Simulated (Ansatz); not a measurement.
# Stack of 2H-MoS2 under Ta2NO2 MXene, unshifted in a perpendicular field, part 4 of 4

Aim: how the stack of 2H-MoS2 under Ta2NO2 MXene, unshifted screens a field along its normal, and what the field does to its bands. A positive field points along +c.

Ansatz 0.2.0; plane-wave DFT, PBEsol-D3(BJ), Ansatz PAW.

So far. Step 11 (Relaxing in the field, field -0.1 V/Å): The dipole is -0.0455 e·Å, -0.0511 e·Å from its value without field. Step 12 (Response, atoms relaxed): The induced dipole is that of a conductor 11.15 Å thick.

### Step 14. A changed input

An input spoilt on purpose, to show how the run answers: it repeats the earlier run at 0.05 V/Å with scf.occupations from method: fermi_dirac, width: 0.02585 to method: fermi_dirac, width: 5.0, and scf.max_iter set to 50.

Contents of input.yaml:

```yaml
crystal:
  lattice:
    - [3.0953660279, 0.0, 0.0]
    - [-1.5476830139, 2.6806656141, 0.0]
    - [0.0, 0.0, 28.7040559926]
  atoms:
    - { symbol: S, position: [0.3333333333, 0.6666666667, 0.3135445389] }
    - { symbol: Mo, position: [0.0, 0.0, 0.3682846617] }
    - { symbol: S, position: [0.3333333333, 0.6666666667, 0.4229186851] }
    - { symbol: O, position: [0.3333333333, 0.6666666667, 0.5289957791] }
    - { symbol: Ta, position: [0.6666666667, 0.3333333333, 0.5664464209] }
    - { symbol: "N", position: [0.0, 0.0, 0.6076276179] }
    - { symbol: Ta, position: [0.3333333333, 0.6666666667, 0.6488070591] }
    - { symbol: O, position: [0.6666666667, 0.3333333333, 0.6864554611] }
kpoints:
  mp_grid: { grid: [18, 18, 1] }
  band_path:
    path: [[0, 0, 0], [0.5, 0, 0], [0.33333333, 0.33333333, 0], [0, 0, 0]]
    npoints: 16
hamiltonian:
  xc: pbesol
  dispersion: d3bj
scf:
  occupations: { method: fermi_dirac, width: 5.0 }
  convergence: { dr2_threshold: 1.0e-10 }
  max_iter: 50
efield:
  axis: 3
  dipole_correction: true
  ramp_position: 0.97
  ramp_width: 0.06
  amplitude: 0.05
output:
  write_potential: true
  write_density: true
  volumetric_format: npy
```

Run with:

```sh
> ansatz run input.yaml --threads 4 --pin off --max-ram 6144MiB --backend cpu --events-out ev --progress --plain --runs-dir out
```

Numbers of over 12 decimals in the logs are rounded to 6 here.

What it wrote:

```text
band count auto-derived: 440 (N_el = 69.0; filled up to band 35; 43 by the electrons, moments and atoms)
Engine: ansatz 0.2.0, aarch64-unknown-linux-gnu
Pseudopotentials: kind: paw
Pseudopotential: S, paw, valence charge 6, recommended cutoff 420 eV (normal), S.paw.azcp
Pseudopotential: Mo, paw, valence charge 14, recommended cutoff 420 eV (normal), Mo.paw.azcp
Pseudopotential: O, paw, valence charge 6, recommended cutoff 420 eV (normal), O.paw.azcp
Pseudopotential: Ta, paw, valence charge 13, recommended cutoff 420 eV (normal), Ta.paw.azcp
Pseudopotential: N, paw, valence charge 5, recommended cutoff 420 eV (normal), N.paw.azcp
Functional definition: PBEsol
  exchange = pbesol_x
  correlation = pbesol_c
Crystal: 8 atoms, lattice volume = 238.176 Å³
Basis set: ecut = 420 eV, 4631 PW (Γ)
Bands: 440, of which v1, the nominal top of the filled ones, is band 35 counted from 1 (34 counted from 0)
Symmetry: 6 space group operations
Space group: P3m1 (ITA 156), of the structure as read, at distance tolerance 6.2e-5 Å
k-points: 37 of 324 (time reversal used)
Non-local potential: S, projectors of the file, l = 0: 2, l = 1: 2, l = 2: 2
Non-local potential: Mo, projectors of the file, l = 0: 3, l = 1: 2, l = 2: 2, l = 3: 1
Non-local potential: O, projectors of the file, l = 0: 2, l = 1: 2, l = 2: 1
Non-local potential: Ta, projectors of the file, l = 0: 3, l = 1: 2, l = 2: 2, l = 3: 1
Non-local potential: N, projectors of the file, l = 0: 2, l = 1: 2, l = 2: 1
PAW form: soft (Blöchl's): semilocal exchange-correlation on the pseudo side does not see the compensation charge
PAW frozen core: S, regenerated for the run's functional, and the local potential with it (the file was generated under x = pbe(κ = 0.804, μ = 0.219515), c = pbe(β = 0.066725))
PAW frozen core: Mo, regenerated for the run's functional, and the local potential with it (the file was generated under x = pbe(κ = 0.804, μ = 0.219515), c = pbe(β = 0.066725))
PAW frozen core: O, regenerated for the run's functional, and the local potential with it (the file was generated under x = pbe(κ = 0.804, μ = 0.219515), c = pbe(β = 0.066725))
PAW frozen core: Ta, regenerated for the run's functional, and the local potential with it (the file was generated under x = pbe(κ = 0.804, μ = 0.219515), c = pbe(β = 0.066725))
PAW frozen core: N, regenerated for the run's functional, and the local potential with it (the file was generated under x = pbe(κ = 0.804, μ = 0.219515), c = pbe(β = 0.066725))
PAW one-centre angular grid: S, 110 points (default); XC on 64 Gauss nodes
PAW one-centre angular grid: Mo, 590 points (default); XC on 64 Gauss nodes
PAW one-centre angular grid: O, 110 points (default); XC on 64 Gauss nodes
PAW one-centre angular grid: Ta, 590 points (default); XC on 64 Gauss nodes
PAW one-centre angular grid: N, 110 points (default); XC on 64 Gauss nodes
[...]
SCF iter   2: F=—  HF=-27931.263266 eV  |F-HF|=—  |Δ(HF+E_count)|=    6.26e0  Δρ=1.42e-2  dr2=1.26e1  ethr=3.10e-3  p=0.030 e·Å  D=2.31e-2 V/Å  ΔV_dip=-0.66 eV  dr2_dipole=1.08e-1  V_vac-E_F(+/−)=14.01/13.36 eV  ⟨swp⟩=1.0  Hψ=18722  notcnv=0
SCF iter   3: F=—  HF=-27929.941178 eV  |F-HF|=—  |Δ(HF+E_count)|=    1.32e0  Δρ=8.60e-3  dr2=1.12e0  ethr=3.10e-3  p=0.031 e·Å  D=2.39e-2 V/Å  ΔV_dip=-0.69 eV  dr2_dipole=6.92e-4  V_vac-E_F(+/−)=18.41/17.80 eV  ⟨swp⟩=1.0  Hψ=18722  notcnv=0
SCF iter   4: F=—  HF=-27929.765603 eV  |F-HF|=—  |Δ(HF+E_count)|=   1.76e-1  Δρ=7.25e-3  dr2=3.36e-1  ethr=1.62e-3  p=0.031 e·Å  D=2.39e-2 V/Å  ΔV_dip=-0.68 eV  dr2_dipole=2.73e-3  V_vac-E_F(+/−)=20.49/19.89 eV  ⟨swp⟩=1.6  Hψ=21022  notcnv=0
SCF iter   5: F=—  HF=-27929.683448 eV  |F-HF|=—  |Δ(HF+E_count)|=   8.22e-2  Δρ=6.17e-4  dr2=2.77e-2  ethr=4.86e-4  p=0.032 e·Å  D=2.41e-2 V/Å  ΔV_dip=-0.69 eV  dr2_dipole=3.06e-4  V_vac-E_F(+/−)=21.02/20.43 eV  ⟨swp⟩=2.1  Hψ=22242  notcnv=0
SCF iter   6: F=—  HF=-27929.676560 eV  |F-HF|=—  |Δ(HF+E_count)|=   6.89e-3  Δρ=2.26e-4  dr2=5.06e-4  ethr=4.02e-5  p=0.031 e·Å  D=2.36e-2 V/Å  ΔV_dip=-0.68 eV  dr2_dipole=9.19e-6  V_vac-E_F(+/−)=21.62/21.02 eV  ⟨swp⟩=2.0  Hψ=23158  notcnv=0
SCF iter   7: F=—  HF=-27929.676411 eV  |F-HF|=—  |Δ(HF+E_count)|=   1.49e-4  Δρ=8.56e-5  dr2=6.47e-5  ethr=7.33e-7  p=0.031 e·Å  D=2.37e-2 V/Å  ΔV_dip=-0.68 eV  dr2_dipole=9.91e-8  V_vac-E_F(+/−)=21.71/21.12 eV  ⟨swp⟩=2.9  Hψ=30018  notcnv=0
SCF iter   8: F=—  HF=-27929.676394 eV  |F-HF|=—  |Δ(HF+E_count)|=   1.67e-5  Δρ=1.66e-5  dr2=1.41e-5  ethr=9.37e-8  p=0.031 e·Å  D=2.37e-2 V/Å  ΔV_dip=-0.68 eV  dr2_dipole=1.47e-8  V_vac-E_F(+/−)=21.70/21.11 eV  ⟨swp⟩=2.4  Hψ=22646  notcnv=0
SCF iter   9: F=—  HF=-27929.676390 eV  |F-HF|=—  |Δ(HF+E_count)|=   3.92e-6  Δρ=3.93e-6  dr2=1.95e-6  ethr=2.04e-8  p=0.031 e·Å  D=2.37e-2 V/Å  ΔV_dip=-0.68 eV  dr2_dipole=4.85e-10  V_vac-E_F(+/−)=21.70/21.10 eV  ⟨swp⟩=2.4  Hψ=25304  notcnv=0
SCF iter  10: F=—  HF=-27929.676641 eV  |F-HF|=—  |Δ(HF+E_count)|=   2.51e-4  Δρ=8.06e-7  dr2=1.65e-8  ethr=2.83e-9  p=0.031 e·Å  D=2.37e-2 V/Å  ΔV_dip=-0.68 eV  dr2_dipole=3.32e-10  V_vac-E_F(+/−)=21.69/21.10 eV  ⟨swp⟩=2.5  Hψ=25613  notcnv=0
SCF iter  11: F=—  HF=-27929.676636 eV  |F-HF|=—  |Δ(HF+E_count)|=   5.29e-6  Δρ=1.89e-7  dr2=2.11e-10  ethr=2.39e-11  p=0.031 e·Å  D=2.37e-2 V/Å  ΔV_dip=-0.68 eV  dr2_dipole=2.63e-13  V_vac-E_F(+/−)=21.69/21.10 eV  ⟨swp⟩=3.0  Hψ=31952  notcnv=0
SCF iter  12: F=-27929.676635 eV  HF=-27929.676635 eV  |F-HF|=8.73e-11  |Δ(HF+E_count)|=   1.03e-6  Δρ=4.94e-8  dr2=1.03e-11  ethr=1.00e-12  p=0.031 e·Å  D=2.37e-2 V/Å  ΔV_dip=-0.68 eV  dr2_dipole=2.75e-14  V_vac-E_F(+/−)=21.69/21.10 eV  ⟨swp⟩=21.0  Hψ=120555  notcnv=0
WARN: efield: at this solve's end the planar-averaged density reaches 1.60e-3 e/Å³ inside the ramp window [0.9352, 0.0648] (bound 1e-5 e/Å³); the window's nearer edge stands 7.14 Å from this solve's nearest atom along the axis. Its free energy, forces, stress, dipole, levels and responses can be off, and this figure does not tell by how much. The cell may have no vacuum along `efield.axis`. A short vacuum, a low `basis.ecutwfc` or `basis.ecutrho_ratio` and negative occupations (`scf.occupations.method`) can put density there. See the manual's quickstart, § The vacuum guard
SCF 1 converged in 12 iterations: F = -27929.676635 eV  dr2 = 1.03e-11
[...]
NSCF: frozen V_eff on 49 k-points
```

Run time: 10 min. Hardware: 4 threads of Arm Neoverse V1, shared host; peak memory 5 GiB.

The run was cut off at the time limit after its SCF cycle had converged; no result of it is taken.

The fault put into the input: a smearing of electronvolts.

### Step 15. Summary of results

```yaml
gap_without_field: none
work_function_upper_face: 5.31 eV
step_between_the_vacuum_levels: -0.124 eV
equivalent_conductor_thickness_atoms_held: 10.9 Å
equivalent_conductor_thickness_atoms_relaxed: 11.1 Å
```

In words: The induced dipole equals that of a perfect conductor 10.86 Å thick, while the outer atoms lie 10.70 Å apart. The two faces differ: the vacuum level above lies 0.12 eV lower than the one below. Letting the atoms follow the field adds 0.28 Å to the equivalent conductor thickness: the ionic part of the response. There is no gap over 0.03 eV, with or without the field. The first relaxation ran with spin and lost its moment, and the later runs have none; other magnetic states were not tried. Spin-orbit coupling is left out, which matters for the bands of elements this heavy. The MXene's terminations sit over the metal atoms of its far layer; the site over carbon or nitrogen, which some compounds prefer, was not run. With this functional, D3(BJ) tends to leave the relaxed cell short of measured lattice constants, by some per cent.

[Logs are printed without paths, hosts, clocks, repeated set-up lines and the standing remarks that a program may print on its own settings, such as how far it seeks lower states.]

[Hosts, paths, dates, database ids (printed as entryN), source tags and the programs' standing remarks are cut or masked in the printed files.]

[Maps of the electrostatic potential energy from Ansatz leave out the sawtooth potential of an applied field or a dipole correction, so their vacuum need not be flat; planar profiles and work functions include it.]
